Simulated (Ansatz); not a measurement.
# Be (P6_3/mmc, 2 atoms in the cell): Grüneisen parameters

Does Be (P6_3/mmc, 2 atoms in the cell) expand much on heating, by its phonons?

Method: DFT LDA, scalar-relativistic, plane waves, PAW; PAW set soft_1, in Ansatz 0.2.0.

Most raw output is cut from this account.

**1. Starting point**

The structure is hexagonal, space group P6_3/mmc (No. 194). The conventional cell has a = 2.228 Å, b = 2.228 Å, c = 3.511 Å, α = 90.00°, β = 90.00°, γ = 120.00°. Nearest to Be lie 12 Be at 2.18 to 2.23 Å.

**2. The dispersion**

The cell comes from relaxations at this level that are not shown. Stability and thermal properties need the whole zone. Linear response on a 6×6×4 q mesh gives force constants as far as a supercell of that size would.

Input file input.yaml:

```yaml
crystal:
  lattice:
    - [2.2278249395, 0.0, 0.0]
    - [-1.1139124697, 1.9293529928, 0.0]
    - [0.0, 0.0, 3.5113866065]
  atoms:
    - { symbol: Be, position: [0.3333333333, 0.6666666667, 0.25] }
    - { symbol: Be, position: [0.6666666667, 0.3333333333, 0.75] }
kpoints:
  mp_grid: { grid: [24, 24, 12] }
hamiltonian:
  xc: lda
  pseudopotentials: { kind: paw, azcp: { folder: soft_1 }, xc_functional: pbe }
scf:
  occupations: { method: methfessel_paxton, width: 0.2 }
output:
  eigenvalues: true
phonons:
  method: dfpt
  qmesh: [6, 6, 4]
  temperatures: { t_max: 1000, t_step: 50 }
  qpath:
    path:
      - [[0.0, 0.0, 0.0], [0.5, 0.0, 0.0], [0.33333333, 0.33333333, 0.0], [0.0, 0.0, 0.0], [0.0, 0.0, 0.5], [0.5, 0.0, 0.5], [0.33333333, 0.33333333, 0.5], [0.0, 0.0, 0.5]]
      - [[0.5, 0.0, 0.5], [0.5, 0.0, 0.0]]
      - [[0.33333333, 0.33333333, 0.5], [0.33333333, 0.33333333, 0.0]]
    npoints: 10
```

Run with:

```
$ ansatz run input.yaml --threads 4 --pin off --max-ram 10240MiB --backend cpu --events-out ev --progress --plain --runs-dir out
```

Wall time 3.2 min (4 threads of Arm Neoverse V1, shared host); peak memory 1.8 GiB.

Numbers from this step:

```yaml
volume_per_atom: 7.546 Å³
gap_on_the_k_mesh: 0 eV
sum_rule_residual_before_enforcement: 2.87e-5 eV/Å²
lowest_frequency_on_the_path: 0 cm⁻¹
point_group: 6/mmm
highest_frequency_on_the_path_or_at_a_solved_wavevector: 715.1 cm⁻¹
mean_frequency: 520.3 cm⁻¹
debye_temperature_second_moment: 990 K
logarithmic_mean_frequency: 505 cm⁻¹
highest_optical_mode_at_the_zone_centre_no_lo_to_term: 715.1 cm⁻¹
lowest_optical_zone_centre_mode: 478.3 cm⁻¹
lowest_mode_on_the_q_mesh_acoustic_modes_at_gamma_apart: 209.8 cm⁻¹
zero_point_energy_per_atom: 96.76 meV
heat_capacity_at_300_k: 15.22 J/(mol atoms K)
vibrational_entropy_at_300_k: 8.616 J/(mol atoms K)
```

Frequencies (cm⁻¹) solved at each irreducible wavevector; negative means imaginary. Frequencies by wavevector, by row:

```
q in reciprocal lattice units  star  mode 1  mode 2  mode 3  mode 4  mode 5  mode 6
                        0 0 0     1       0       0       0   478.3   478.3   715.1
                     0 0 0.25     2   209.8   209.8     297   459.1   459.1     657
                     0 0 -0.5     1   370.6   370.6   370.6   370.6   519.2   519.2
                   0 0.1667 0     6   225.5   232.3     325   507.4   523.4   698.3
                0 0.1667 0.25    12   277.3   294.2   429.2   477.9   480.2   681.3
                0 0.1667 -0.5     6   373.1   373.1   387.8   387.8   601.8   601.8
                   0 0.3333 0     6     363   375.3   548.1   564.8   579.7   641.6
                0 0.3333 0.25    12     392   445.4   532.5   542.1   569.1   678.8
                0 0.3333 -0.5     6   460.1   460.1   489.4   489.4   654.5   654.5
                     0 -0.5 0     3   419.3   441.9   599.3   600.6   619.7   627.4
                  0 -0.5 0.25     6   447.8   499.1   572.5   582.7   632.5   657.3
                  0 -0.5 -0.5     3   511.8   511.8   535.8   535.8   674.4   674.4
              0.1667 0.1667 0     6   320.7   339.8   475.9   567.4   589.7   659.9
           0.1667 0.1667 0.25    12   367.4   402.8   509.9   521.7   562.5   692.5
           0.1667 0.1667 -0.5     6   420.7   420.7   492.9   492.9   644.6   644.6
              0.1667 0.3333 0    12   433.8   440.2   533.5   598.6   614.8   648.5
           0.1667 0.3333 0.25    24   442.1     480     548   593.1   635.6   669.4
           0.1667 0.3333 -0.5    12   455.5   455.5   578.2   578.2     675     675
              0.3333 0.3333 0     2   516.9   516.9   522.6   522.6   565.4   670.5
           0.3333 0.3333 0.25     4   464.8   464.8   573.3   617.2   617.2   645.7
           0.3333 0.3333 -0.5     2   440.3   440.3   611.9   611.9   670.3   670.3
```

Symmetry leaves 21 wavevectors to solve. The lowest mode among them, the acoustic zeros apart, lies at q = (0, 0, 0.25) and is real, 210 cm⁻¹.

**3. Relaxing at another volume, volume ratio 0.97**

The volume is scaled by 0.97 and held, while shape and atoms relax as far as symmetry allows. The modes can then be followed against volume.

input.yaml, the sections that differ from step 2:

```yaml
crystal:
  lattice:
    - [2.2053201186, 0.0, 0.0]
    - [-1.1026600593, 1.9098632462, 0.0]
    - [0.0, 0.0, 3.4759156298]
  atoms:
    - { symbol: Be, position: [0.3333333333, 0.6666666667, 0.25] }
    - { symbol: Be, position: [0.6666666667, 0.3333333333, 0.75] }
output:
  forces: true
  stress: true
  eigenvalues: true
relax:
  adjacent_minimum: "off"
  f_tol: 0.001
  max_steps: 60
  cell: { stress_tol: 0.01, fix: [volume] }
# kpoints, hamiltonian, scf: as in step 2
# phonons: removed
```

The job ended after 3.5 s (4 threads; peak memory 0.34 GiB).

Little changed from the start: no atom moved by 0.005 Å and no cell edge by 0.1 %.

This step gave:

```
pressure        : 4.203 GPa
volume per atom : 7.320 Å³
```

**4. Phonons at the other volume, volume ratio 0.97**

The phonons are repeated at this volume on the same k and q meshes.

input.yaml, the sections that differ from step 3:

```yaml
crystal:
  lattice:
    - [2.204229873, 0.0, 0.0]
    - [-1.1021149365, 1.9089190658, 0.0]
    - [0.0, 0.0, 3.4793549615]
  atoms:
    - { symbol: Be, position: [0.3333333333, 0.6666666667, 0.25] }
    - { symbol: Be, position: [0.6666666667, 0.3333333333, 0.75] }
output:
  eigenvalues: true
phonons:
  method: dfpt
  qmesh: [6, 6, 4]
  temperatures: { t_max: 1000, t_step: 50 }
  qpath:
    path:
      - [[0.0, 0.0, 0.0], [0.5, 0.0, 0.0], [0.33333333, 0.33333333, 0.0], [0.0, 0.0, 0.0], [0.0, 0.0, 0.5], [0.5, 0.0, 0.5], [0.33333333, 0.33333333, 0.5], [0.0, 0.0, 0.5]]
      - [[0.5, 0.0, 0.5], [0.5, 0.0, 0.0]]
      - [[0.33333333, 0.33333333, 0.5], [0.33333333, 0.33333333, 0.0]]
    npoints: 10
# kpoints, hamiltonian, scf: as in step 3
# relax: removed
```

Elapsed: 3.2 min, on 4 threads; peak memory 1.7 GiB; 12 min of CPU time.

Numbers from this step:

* sum-rule residual before enforcement: 3.19e-5 eV/Å²
* highest frequency on the path or at a solved wavevector: 744.5 cm⁻¹
* mean frequency: 539.3 cm⁻¹
* Debye temperature (second moment): 1027 K
* logarithmic mean frequency: 523.1 cm⁻¹
* highest optical mode at the zone centre (no LO-TO term): 744.5 cm⁻¹
* lowest optical zone-centre mode: 489.6 cm⁻¹
* lowest mode on the q mesh (acoustic modes at Γ apart): 213.8 cm⁻¹
* zero-point energy per atom: 100.3 meV
* heat capacity at 300 K: 14.72 J/(mol atoms K)
* vibrational entropy at 300 K: 8.099 J/(mol atoms K)

Frequencies (cm⁻¹) solved at each irreducible wavevector; negative means imaginary. Frequencies by wavevector, by row:

```
q in reciprocal lattice units  star  mode 1  mode 2  mode 3  mode 4  mode 5  mode 6
                        0 0 0     1       0       0       0   489.6   489.6   744.5
                     0 0 0.25     2   213.8   213.8   308.1   470.1   470.1   684.1
                     0 0 -0.5     1   378.8   378.8   378.8   378.8   540.2   540.2
                   0 0.1667 0     6   230.8   238.2   337.5   521.8   539.9   726.7
                0 0.1667 0.25    12   285.1   304.3   443.7   491.5   496.6   707.3
                0 0.1667 -0.5     6   387.1   387.1   398.8   398.8   622.3   622.3
                   0 0.3333 0     6   372.7     387   570.6   584.2   605.9   667.4
                0 0.3333 0.25    12     404   458.4     551     565   593.2   704.2
                0 0.3333 -0.5     6   475.9   475.9   507.8   507.8   678.9   678.9
                     0 -0.5 0     3   431.4   456.5   620.9   623.8   646.9   656.4
                  0 -0.5 0.25     6   461.7   513.9     593   604.2   660.5   686.5
                  0 -0.5 -0.5     3   529.4   529.4   553.4   553.4   702.9   702.9
              0.1667 0.1667 0     6   332.5   350.4   491.4   590.3   611.3   686.1
           0.1667 0.1667 0.25    12   380.1   413.6     527     543   584.7   717.9
           0.1667 0.1667 -0.5     6   434.2   434.2   511.4   511.4   667.8   667.8
              0.1667 0.3333 0    12   449.3   455.4   555.4   621.6     641   674.5
           0.1667 0.3333 0.25    24   456.2   497.1   567.8   616.3   661.7   695.9
           0.1667 0.3333 -0.5    12   470.8   470.8     599     599   701.6   701.6
              0.3333 0.3333 0     2   538.5   538.5   541.9   541.9     588   696.7
           0.3333 0.3333 0.25     4   481.6   481.6   596.1   640.2   640.2   671.3
           0.3333 0.3333 -0.5     2   455.3   455.3   636.3   636.3     695     695
```

The highest optical mode at the zone centre (no LO-TO term) is 744.5 cm⁻¹, +29.4 cm⁻¹ against the base run.

**5. Relaxing at another volume, volume ratio 1.03**

The volume is scaled by 1.03 and held, while shape and atoms relax as far as symmetry allows. The modes can then be followed against volume.

input.yaml, the sections that differ from step 4:

```yaml
crystal:
  lattice:
    - [2.2498840468, 0.0, 0.0]
    - [-1.1249420234, 1.9484567401, 0.0]
    - [0.0, 0.0, 3.5461550717]
  atoms:
    - { symbol: Be, position: [0.3333333333, 0.6666666667, 0.25] }
    - { symbol: Be, position: [0.6666666667, 0.3333333333, 0.75] }
output:
  forces: true
  stress: true
  eigenvalues: true
  write_density: true
  write_potential: true
  elf: true
  volumetric_format: npy
relax:
  adjacent_minimum: "off"
  f_tol: 0.001
  max_steps: 60
  cell: { stress_tol: 0.01, fix: [volume] }
# kpoints, hamiltonian, scf: as in step 4
# phonons: removed
```

Wall time 3.7 s (4 threads); peak memory 0.34 GiB; 14 s of CPU time.

The steps of the relaxation:

```
step  energy less that of the first step (eV)  largest force component (eV/Å)  pressure (GPa)  volume (Å³)
   1                                   0.0000                          0.0000           -3.70        15.55
   2                                   0.0000                          0.0000           -3.68        15.55
   3                                   0.0000                          0.0000           -3.68        15.55
  4*                                   0.0000                          0.0000           -3.68        15.55
```

Relaxation steps marked * repeat the geometry before them on a plane-wave basis chosen anew for their cell, so energy and pressure can jump there.

The run keeps the 24 symmetry operations that it works with, so distortions that break them were not tested.

```
conventional cell, symmetrised  before  after  change
                         a (Å)   2.250  2.251  +0.1 %
                         b (Å)   2.250  2.251  +0.1 %
                         c (Å)   3.546  3.543  -0.1 %
              volume (Å³/atom)    7.77   7.77  +0.0 %
```

Final coordinates:

```xyz
2
Lattice="2.2510 0.0000 0.0000 -1.1255 1.9494 0.0000 0.0000 0.0000 3.5426" Properties=species:S:1:pos:R:3 pbc="T T T"
Be    0.0000    1.2996    0.8856
Be    1.1255    0.6498    2.6569
```

Numbers from this step:

```yaml
pressure: -3.679 GPa
volume_per_atom: 7.773 Å³
```

The cell grew by 0.0 % in volume.

**6. Phonons at the other volume, volume ratio 1.03**

input.yaml, the sections that differ from step 5:

```yaml
crystal:
  lattice:
    - [2.2510178651, 0.0, 0.0]
    - [-1.1255089325, 1.9494386555, 0.0]
    - [0.0, 0.0, 3.542583636]
  atoms:
    - { symbol: Be, position: [0.3333333333, 0.6666666667, 0.25] }
    - { symbol: Be, position: [0.6666666667, 0.3333333333, 0.75] }
output:
  eigenvalues: true
phonons:
  method: dfpt
  qmesh: [6, 6, 4]
  temperatures: { t_max: 1000, t_step: 50 }
  qpath:
    path:
      - [[0.0, 0.0, 0.0], [0.5, 0.0, 0.0], [0.33333333, 0.33333333, 0.0], [0.0, 0.0, 0.0], [0.0, 0.0, 0.5], [0.5, 0.0, 0.5], [0.33333333, 0.33333333, 0.5], [0.0, 0.0, 0.5]]
      - [[0.5, 0.0, 0.5], [0.5, 0.0, 0.0]]
      - [[0.33333333, 0.33333333, 0.5], [0.33333333, 0.33333333, 0.0]]
    npoints: 10
# kpoints, hamiltonian, scf: as in step 5
# relax: removed
```

Run time: 3.3 min. Hardware: 4 threads; peak memory 1.8 GiB; 12 min of CPU time.

Numbers from this step:

```
sum-rule residual before enforcement                    : 3.09e-5 eV/Å²
highest frequency on the path or at a solved wavevector : 687 cm⁻¹
mean frequency                                          : 502.1 cm⁻¹
Debye temperature (second moment)                       : 955 K
logarithmic mean frequency                              : 487.7 cm⁻¹
highest optical mode at the zone centre (no LO-TO term) : 687.0 cm⁻¹
lowest optical zone-centre mode                         : 467.3 cm⁻¹
lowest mode on the q mesh (acoustic modes at Γ apart)   : 206.1 cm⁻¹
zero-point energy per atom                              : 93.38 meV
heat capacity at 300 K                                  : 15.70 J/(mol atoms K)
vibrational entropy at 300 K                            : 9.147 J/(mol atoms K)
```

The highest optical mode at the zone centre (no LO-TO term) is 687.0 cm⁻¹, -28.1 cm⁻¹ against the base run.

**7. Grüneisen parameters**

The Grüneisen parameter of a mode is minus the logarithmic change of its frequency with volume, −d ln ω / d ln V; weighted by heat capacity it gives the expansion.

This step gave:

* bulk modulus: 131.3 GPa

[end of part 1 of 2]

[Logs are printed without paths, hosts, clocks, repeated set-up lines and the standing remarks that a program may print on its own settings, such as how far it seeks lower states.]

[Hosts, paths, dates, database ids (printed as entryN), source tags and the programs' standing remarks are cut or masked in the printed files.]
